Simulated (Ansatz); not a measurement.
# Lattice dynamics of Y2NO2 monolayer, part 2 of 2

Wanted: phonon frequencies of Y2NO2 monolayer and what follows from them.

Ansatz 0.2.0; DFT PBEsol, scalar-relativistic, plane waves, PAW.

So far. Step 4 (Tight relaxation): The largest force component left is 0.21 meV/Å, within the tolerances set. Step 5 (Linear response at the zone centre): Before it was imposed, the acoustic sum rule was missed by 2.1e-5 eV/Å². Small misses are needed for a sound result but don't prove that mesh and cutoff are converged. The lowest optical mode is real, 87.6 cm⁻¹.

**6. The dispersion (continued)**

The phonon density of states has structure finer than the step of the table below, so its rows give means over 20 cm⁻¹, whole bins alone (the curve runs from 2.5 to 542 cm⁻¹). Peaks (cm⁻¹: height): 122.5: 0.135, 157.5: 0.0623, 182.5: 0.0773, 297.5: 0.127, 372.5: 0.127, 422.5: 0.0992, 497.5: 0.0697.

Tetrahedra on a 24×24×1 mesh, mean over bins of 5 cm-1. Interpolated from a 6×6×1 q mesh. Phonon density of states against wavenumber; means over each step:

wavenumber (cm⁻¹), phonon density of states (1/cm⁻¹/cell) and a bar:
```
       20      0.004 #
       40      0.006 ##
       60      0.010 ####
       80      0.016 ######
      100      0.033 ############
      120      0.076 ############################
      140      0.042 ###############
      160      0.045 ################
      180      0.057 #####################
      200      0.010 ###
      220      0.000 
      240      0.000 
      260      0.000 
      280      0.019 #######
      300      0.083 ##############################
      320      0.018 ######
      340      0.018 #######
      360      0.042 ###############
      380      0.054 ####################
      400      0.011 ####
      420      0.068 #########################
      440      0.039 ##############
      460      0.010 ####
      480      0.011 ####
      500      0.033 ############
      520      0.033 ############
```

The partial phonon density of states has structure finer than the step of the table below, so its rows give means over 20 cm⁻¹, whole bins alone (the curve runs from -10 to 568 cm⁻¹). Peaks (cm⁻¹: height): N 298.9: 0.0932, 375.2: 0.0355; O 120.8: 0.0116, 375.2: 0.0489, 422.5: 0.0806, 498.8: 0.0431, 524.2: 0.0331; Y 120.8: 0.0881, 157.2: 0.0440, 182.6: 0.0537, 422.5: 0.0110.

Phonopy on the run's constants, 19x19x1 mesh, Gaussian sigma 4.1 cm-1. Interpolated from a 6×6×1 q mesh. Partial phonon density of states against wavenumber; means over each step; values in 1/cm⁻¹/cell:

```tsv
wavenumber (cm⁻¹)	N	O	Y
0	7.7e-5	1.7e-4	9.6e-4
20	1.9e-4	4.4e-4	0.00256
40	3.6e-4	8.5e-4	0.00536
60	4.5e-4	0.00116	0.00828
80	5.2e-4	0.00172	0.0139
100	5.4e-4	0.00338	0.0296
120	0.00111	0.00839	0.0655
140	1.7e-4	0.00532	0.0376
160	5.7e-4	0.00648	0.0378
180	0.00140	0.00933	0.0452
200	6.3e-4	0.00186	0.00813
220	0	0	4.2e-7
240	0	0	0
260	1.7e-6	1.5e-7	1.0e-7
280	0.0154	0.00311	0.00219
300	0.0664	0.00712	0.00717
320	0.00864	0.00641	0.00273
340	0.00612	0.00805	0.00383
360	0.0121	0.0235	0.00752
380	0.0197	0.0292	0.00451
400	0.00297	0.00785	0.00111
420	0.00129	0.0579	0.00779
440	6.3e-4	0.0346	0.00427
460	6.3e-4	0.00866	9.0e-4
480	7.8e-4	0.00999	6.6e-4
500	0.00206	0.0292	0.00106
520	0.00517	0.0256	0.00117
540	0.00204	0.00974	2.4e-4
```

Harmonic thermodynamic functions per atom, from the density of states. Interpolated from a 6×6×1 q mesh. Thermodynamic functions, by row:

```tsv
T (K)	F_vib (meV/atom)	S (J/mol-atom/K)	C_V (J/mol-atom/K)
0	53.87	0	0
100	51.59	6.086	9.354
200	40.44	15.3	17.23
300	20.42	23.05	20.78
400	-6.82	29.29	22.41
500	-39.9	34.39	23.26
600	-77.82	38.67	23.75
700	-119.9	42.36	24.05
800	-165.5	45.59	24.25
900	-214.2	48.45	24.39
1000	-265.8	51.03	24.49
```

Symmetry leaves 7 wavevectors to solve. The lowest mode among them, the acoustic zeros apart, lies at q = (0, 0.167, 0) and is real, 41.6 cm⁻¹.

**7. Another isotope, element N, natural mass 14.007 amu**

An isotope changes the mass and not the force constants, so no new electronic calculation is needed; the shifts show which modes move this element.

The same force constants with the mass of N changed from 14.007 to 15.000 u (phonopy, no LO-TO term). Both lists are sorted by frequency; levels can cross, so a row need not hold one and the same mode. Modes under 3 cm⁻¹ are left out. Isotope shifts, by row, the first 40 of 57 rows:

```tsv
q	rank	natural mass (cm⁻¹)	changed mass (cm⁻¹)
0 0 0	4	87.59	87.59
0 0 0	5	87.59	87.59
0 0 0	6	140.1	140.1
0 0 0	7	302.8	293.5
0 0 0	8	302.8	293.5
0 0 0	9	346.8	342.3
0 0 0	10	402.1	402.1
0 0 0	11	414.5	414.5
0 0 0	12	414.5	414.5
0 0 0	13	444.9	442.7
0 0 0	14	444.9	444.6
0 0 0	15	451.3	444.6
0 0.1667 0	1	41.56	41.49
0 0.1667 0	2	61	60.89
0 0.1667 0	3	103.2	103.2
0 0.1667 0	4	104.6	104.4
0 0.1667 0	5	134.9	134.9
0 0.1667 0	6	143	143
0 0.1667 0	7	293.4	284.6
0 0.1667 0	8	300.7	291.3
0 0.1667 0	9	309.9	305.1
0 0.1667 0	10	377.4	376.9
0 0.1667 0	11	410.9	407.1
0 0.1667 0	12	417.6	417.6
0 0.1667 0	13	439.7	439.4
0 0.1667 0	14	456.6	456.5
0 0.1667 0	15	505.6	501.5
0 0.3333 0	1	88.22	88.15
0 0.3333 0	2	109.2	109.2
0 0.3333 0	3	124.6	124.5
0 0.3333 0	4	131.2	131.2
0 0.3333 0	5	174.4	174.4
0 0.3333 0	6	186.1	185.8
0 0.3333 0	7	286.3	279.5
0 0.3333 0	8	297.6	287.9
0 0.3333 0	9	330.1	324.7
0 0.3333 0	10	373.5	371.2
0 0.3333 0	11	382.5	377.7
0 0.3333 0	12	419	419
0 0.3333 0	13	428.2	428
```

A mode of this element alone would shift by -3.37 %. The highest zone-centre frequency without the field goes from 451.3 to 444.6 cm⁻¹ (-1.5 %). The product of the frequency ratios over all optical modes at Γ is 0.908; the product rule, (m/m′)^(3k/2) (M′/M)^(3/2) with k = 1 such atoms and M the mass of the cell, gives 0.908.

**8. Another isotope, element O, natural mass 15.999 amu**

The same for O, from 16.00 to 18.00 u.

A mode of this element alone would shift by -5.72 %. The highest zone-centre frequency without the field goes from 451.3 to 441.8 cm⁻¹ (-2.1 %). The product of the frequency ratios over all optical modes at Γ is 0.721; the product rule, (m/m′)^(3k/2) (M′/M)^(3/2) with k = 2 such atoms and M the mass of the cell, gives 0.721.

**9. What came out**

* space group after relaxation (within 0.01 Å): P-3m1
* area per atom: 2.13 Å²
* electronic character: no gap on this mesh
* highest optical mode at the zone centre (no LO-TO term): 451 cm⁻¹
* lowest optical zone-centre mode: 87.6 cm⁻¹
* lowest mode on the q mesh (acoustic modes at Γ apart): 41.6 cm⁻¹
* highest frequency on the path or at a solved wavevector: 542 cm⁻¹
* zero-point energy per atom: 53.9 meV
* heat capacity at 300 K: 20.8 J/(mol atoms K)
* vibrational entropy at 300 K: 23.1 J/(mol atoms K)
* imaginary modes on the 6×6×1 q mesh: none

The structure is a minimum as far as tested: no mode is imaginary at the 7 irreducible wavevectors of the 6×6×1 mesh, and the softest away from the acoustic zeros lies at 42 cm⁻¹. The optical modes at Γ span 88 to 451 cm⁻¹. On the path and the mesh, the widest gap between branches runs from 194 to 286 cm⁻¹. With no gap, or one that is small against the smearing, the frequencies hang on the k mesh and the smearing, most of all near Kohn anomalies. The phonon runs are without spin polarisation, although the cell has an odd electron count. In a sheet or slab the interpolated bending branch near Γ is rough, since the rotational sum rule isn't imposed. A phonon run warned that its eigensolver left some bands unconverged in a pass. The starting cell was built on a prototype and not taken from a measurement. These are harmonic frequencies at zero temperature: anharmonic shifts, linewidths and thermal expansion are left out.

[Logs are printed without paths, hosts, clocks, repeated set-up lines and the standing remarks that a program may print on its own settings, such as how far it seeks lower states.]

[Hosts, paths, dates, database ids (printed as entryN), source tags and the programs' standing remarks are cut or masked in the printed files.]
